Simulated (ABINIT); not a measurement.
# KF (Carobbiite): G0W0 in ABINIT against the k mesh, part 2 of 2

Wanted: the cheapest k mesh that holds the gap of KF (Carobbiite).

ABINIT 10.8.3; LDA and many-body steps on it, plane waves. Known limits of the many-body steps: not at the basis limit; coarse k mesh.

So far. Step 4 (Empty states on the mesh, 6×6×6 mesh, 33 bands): On this mesh the gap is 5.822 eV. Step 5 (Screening, 2×2×2 mesh, 29 bands, screening to 106.1 eV): Local fields lower ε∞ by 9 %. On a Γ-centred mesh this coarse the value itself is usually too large, while a short band sum pulls it down.

**8. 4×4×4**

The self-energy is evaluated for the states that the input lists, and the levels follow from it, in one-shot runs by the linearised quasiparticle equation.

This step: G0W0 on LDA, plane waves, norm-conserving pseudopotentials.

The input, run.abi:

```
acell 3*1.0 Angstrom
rprim 
  -0.000000000000 2.671850000000 2.671850000000
  2.671850000000 -0.000000000000 2.671850000000
  2.671850000000 2.671850000000 0.000000000000
ntypat 2
znucl 19 9
natom 2
typat 1 2
xred 
  0.000000000000 0.000000000000 0.000000000000
  0.500000000000 0.500000000000 0.500000000000
pp_dirpath "pseudos"
pseudos "K.upf, F.upf"
ecut 36
ngkpt 4 4 4
nshiftk 1
shiftk 0 0 0
kptopt 1
chksymbreak 0
istwfk *1
occopt 1
irdwfk 1
optdriver 4
nband 29
gwcalctyp 0
ecutsigx 36
symsigma 1
nkptgw 1
kptgw 
  0.0000000000 0.0000000000 0.0000000000
bdgw 
  6 12
ecuteps 3.9
irdscr 1
ppmodel 1
indata_prefix "in"
outdata_prefix "out"
tmpdata_prefix "tmp"
```

The run is started by

```bash
$ OMP_NUM_THREADS=1 mpirun -n 4 abinit run.abi > log
```

Numbers of over 12 decimals in the logs are rounded to 6 here.

What it wrote:

```text
.Version 10.8.3 of ABINIT. v10.8.2 released Aug 2026.

 Symmetries : space group Fm -3 m (#225); Bravais cF (face-center cubic)
[... echo of the input left out ...]
== DATASET  1 ==================================================================
-   mpi_nproc: 4, omp_nthreads: 1 (-1 if OMP is not activated)

--- !DatasetInfo
iteration_state: {dtset: 1, }
dimensions: {natom: 2, nkpt: 8, mband: 29, nsppol: 1, nspinor: 1, nspden: 1, mpw: 2685, }
cutoff_energies: {ecut:  36.0, pawecutdg:  -1.0, }
electrons: {nelect:   1.60000000E+01, charge:   0.00000000E+00, occopt:   1.00000000E+00, tsmear:   1.00000000E-02, }

 SIGMA: Calculation of the GW corrections

 Based on a program developped by R.W. Godby, V. Olevano, G. Onida, and L. Reining.
 Incorporated in ABINIT by V. Olevano, G.-M. Rignanese, and M. Torrent.
.Using double precision arithmetic ; gwpc =  8

[... cell and pseudopotentials left out ...]
--------------------------------------------------------------------------------

 ==== K-mesh for the wavefunctions ====
 Number of points in the irreducible wedge :     8
[... list of points left out ...]
 Together with 48 symmetry operations and time-reversal symmetry
 yields    64 points in the full Brillouin Zone.

 ==== Q-mesh for screening function ====
 Number of points in the irreducible wedge :     8
[... list of points left out ...]
 Together with 48 symmetry operations and time-reversal symmetry
 yields    64 points in the full Brillouin Zone.

 vcoul_init : cutoff-mode = AUXILIARY_FUNCTION
 q-points for optical limit:   1
     1)      0.000010    0.000020    0.000030
 setmesh: FFT mesh size selected  =    40x   40x   40
          total number of points  =        64000

 Number of electrons calculated from density =   16.0000; Expected =   16.0000
[...]
number of q-points in BZ                           64
 number of frequencies for dSigma/dE                 9
 frequency step for dSigma/dE [eV]                0.25
 number of omega for Sigma on real axis              0
 max omega for Sigma on real axis  [eV]           0.00
 zcut for avoiding poles [eV]                     0.10

 EPSILON^-1 parameters (SCR file):
 dimension of the eps^-1 matrix on file            113
 dimension of the eps^-1 matrix used               113
 number of plane-waves for wavefunctions          2685
 number of bands                                    29
 number of q-points in IBZ                           8
 number of frequencies                               2
 number of real frequencies                          1
 number of imag frequencies                          1

 matrix elements of self-energy operator (all in [eV])

 Perturbative Calculation

--- !SelfEnergy_ee
iteration_state: {dtset: 1, }
kpoint     : [   0.000,    0.000,    0.000, ]
spin       : 1
KS_gap     :    5.821
QP_gap     :    9.927
Delta_QP_KS:    4.105
data: !SigmaeeData |
     Band     E0 <VxcDFT>   SigX SigC(E0)      Z dSigC/dE  Sig(E)    E-E0       E
        6  -0.305 -21.597 -29.368   5.124   0.806  -0.241 -23.731  -2.134  -2.439
        7  -0.305 -21.597 -29.368   5.124   0.806  -0.241 -23.731  -2.134  -2.439
        8  -0.305 -21.597 -29.368   5.124   0.806  -0.241 -23.731  -2.134  -2.439
        9   5.516  -8.806  -4.130  -2.480   0.898  -0.114  -6.835   1.972   7.488
       10  10.239 -11.047  -4.836  -2.418   0.893  -0.120  -7.661   3.386  13.624
       11  10.239 -11.047  -4.836  -2.418   0.893  -0.120  -7.661   3.386  13.624
       12  10.239 -11.047  -4.836  -2.418   0.893  -0.120  -7.661   3.386  13.624

== END DATASET(S) ==============================================================
================================================================================

 -outvars: echo values of variables after computation  --------
           etotal      0.0000000000E+00
            nband          29
             nkpt           8
          spgroup         225
 [... the other variables as echoed above ...]

 Calculation completed.
```

Wall time 2.8 s (4 MPI ranks of Arm Neoverse V1, shared host); peak memory 0.14 GiB.

This step gave:

- G0W0 gap on the points computed: 9.927 eV
- starting gap on the mesh: 5.821 eV
- k of the valence top: 0, 0, 0
- k of the conduction bottom: 0, 0, 0
- Z at the valence top: 0.806
- Z at the conduction bottom: 0.898
- least direct G0W0 gap on the computed points: 9.927 eV

The gap on the mesh goes from 5.82 eV to 9.93 eV, a correction of +4.11 eV.

**9. Screening, 6×6×6 mesh, 29 bands, screening to 106.1 eV**

This step: RPA screening on LDA, plane waves, norm-conserving pseudopotentials.

Edit run.abi of step 8 so:

```diff
@@ -15,3 +15,3 @@
 ecut 36
-ngkpt 4 4 4
+ngkpt 6 6 6
 nshiftk 1
@@ -23,15 +23,8 @@
 irdwfk 1
-optdriver 4
+optdriver 3
 nband 29
-gwcalctyp 0
-ecutsigx 36
-symsigma 1
-nkptgw 1
-kptgw 
-  0.0000000000 0.0000000000 0.0000000000
-bdgw 
-  6 12
 ecuteps 3.9
-irdscr 1
-ppmodel 1
+inclvkb 2
+awtr 1
+symchi 1
 indata_prefix "in"
```

What it wrote:

```text
.Version 10.8.3 of ABINIT. v10.8.2 released Aug 2026.

 Symmetries : space group Fm -3 m (#225); Bravais cF (face-center cubic)
[... echo of the input left out ...]
== DATASET  1 ==================================================================
-   mpi_nproc: 4, omp_nthreads: 1 (-1 if OMP is not activated)

--- !DatasetInfo
iteration_state: {dtset: 1, }
dimensions: {natom: 2, nkpt: 16, mband: 29, nsppol: 1, nspinor: 1, nspden: 1, mpw: 2685, }
cutoff_energies: {ecut:  36.0, pawecutdg:  -1.0, }
[...]
--------------------------------------------------------------------------------
[... chi0 elements left out ...]
 For q-point:  0.000010 0.000020 0.000030
  dielectric constant =   1.9347
  dielectric constant without local fields =   2.1290

  Average fulfillment of the sum rule on Im[epsilon] for q-point    1 :     31.01  [%]
[... wings left out ...]
  q-point number  2        q = ( 0.166667, 0.000000, 0.000000) [r.l.u.]
--------------------------------------------------------------------------------
[... chi0 elements left out ...]
  Average fulfillment of the sum rule on Im[epsilon] for q-point    2 :     54.67  [%]

 [... 14 further q-points ...]
```

The job ended after 16 s (4 MPI ranks; peak memory 0.58 GiB).

This step gave:

```
ε∞ with local fields, on this mesh, along the program's q direction : 1.935
the same without local fields                                       : 2.129
plasma frequency                                                    : 24.05 eV
plane waves in the screening matrix                                 : 113
```

**10. 6×6×6**

This step: G0W0 on LDA, plane waves, norm-conserving pseudopotentials.

Edit run.abi of step 9 so:

```diff
@@ -23,8 +23,15 @@
 irdwfk 1
-optdriver 3
+optdriver 4
 nband 29
+gwcalctyp 0
+ecutsigx 36
+symsigma 1
+nkptgw 1
+kptgw 
+  0.0000000000 0.0000000000 0.0000000000
+bdgw 
+  6 12
 ecuteps 3.9
-inclvkb 2
-awtr 1
-symchi 1
+irdscr 1
+ppmodel 1
 indata_prefix "in"
```

What it wrote:

```text
.Version 10.8.3 of ABINIT. v10.8.2 released Aug 2026.

 Symmetries : space group Fm -3 m (#225); Bravais cF (face-center cubic)
[... echo of the input left out ...]
== DATASET  1 ==================================================================
-   mpi_nproc: 4, omp_nthreads: 1 (-1 if OMP is not activated)

--- !DatasetInfo
iteration_state: {dtset: 1, }
dimensions: {natom: 2, nkpt: 16, mband: 29, nsppol: 1, nspinor: 1, nspden: 1, mpw: 2685, }
cutoff_energies: {ecut:  36.0, pawecutdg:  -1.0, }
[...]
10  10.239 -11.047  -4.844  -2.429   0.892  -0.121  -7.679   3.367  13.606
       11  10.239 -11.047  -4.844  -2.429   0.892  -0.121  -7.679   3.367  13.606
       12  10.239 -11.047  -4.844  -2.429   0.892  -0.121  -7.679   3.367  13.606

== END DATASET(S) ==============================================================
================================================================================

 -outvars: echo values of variables after computation  --------
           etotal      0.0000000000E+00
            nband          29
             nkpt          16
          spgroup         225
 [... the other variables as echoed above ...]

 Calculation completed.
```

It took 3.3 s on 4 MPI ranks; peak memory 0.54 GiB; 13 s of CPU time.

This step gave:

```yaml
g0w0_gap_on_the_points_computed: 9.95 eV
starting_gap_on_the_mesh: 5.822 eV
k_of_the_valence_top: 0, 0, 0
k_of_the_conduction_bottom: 0, 0, 0
least_direct_g0w0_gap_on_the_computed_points: 9.95 eV
```

Against the run before, the gap moves by +0.023 eV.

**11. Side by side**

Times are wall times on 4 MPI ranks of Arm Neoverse V1, shared host, good to a factor of about two. A run's time includes the screening step that it read.

```
  run   mesh  bands  screening cutoff (eV)  DFT gap (eV)  gap on the mesh (eV)  direct (eV)  ε∞ used   time
2×2×2  2×2×2     29                  106.1         5.822                 9.655        9.655     2.03  4.9 s
4×4×4  4×4×4     29                  106.1         5.821                 9.927        9.927     1.93  7.1 s
6×6×6  6×6×6     29                  106.1         5.822                 9.950        9.950     1.93   19 s
```

**12. Summary of results**

```yaml
2x2x2: 9.655 eV
4x4x4: 9.927 eV
6x6x6: 9.950 eV
known_limits: not at the basis limit; coarse k mesh
```

In words: The setting moved: k mesh. From 2×2×2 to 6×6×6 the gap moves by +0.29 eV, for 4.0 times the time. The last step still moves it by +0.023 eV. Bands and screening cutoff are coupled, so a series along one setting does not show full convergence. Bands and cutoff are finite, so the gap is not at the basis limit. The miss can reach some tenths of an eV and take either sign; the mesh is an error of its own. In the first G0W0 run levels were corrected at 1 k point alone, so a gap called «on the mesh» is the least over those, and an edge elsewhere would be missed. The 2×2×2 mesh is coarse for this cell, which bears on the long-range parts of exchange and screening.

[Paths, hosts, dates, memory and timing lines, banners, echoed tables and standing remarks are left out of the program output.]

[Logs are printed without paths, hosts, clocks, repeated set-up lines and the standing remarks that a program may print on its own settings, such as how far it seeks lower states.]

[Runs of the session that timed out or met a known fault of the program may be left out.]

[No measured gap is set beside runs whose start may be inverted or whose files or cutoffs have a known fault.]

[Hosts, paths, dates, database ids (printed as entryN), source tags and the programs' standing remarks are cut or masked in the printed files.]

[G0W0 gaps are taken among the corrected bands and points alone; a level outside them can change the order at an edge.]

[Where Ansatz stands beside ABINIT at settings called matched, ABINIT's density can come from a denser mesh and the files from another edition; pairs whose starting gaps differed by over 0.03 eV were left out, so agreement reads better than it is.]
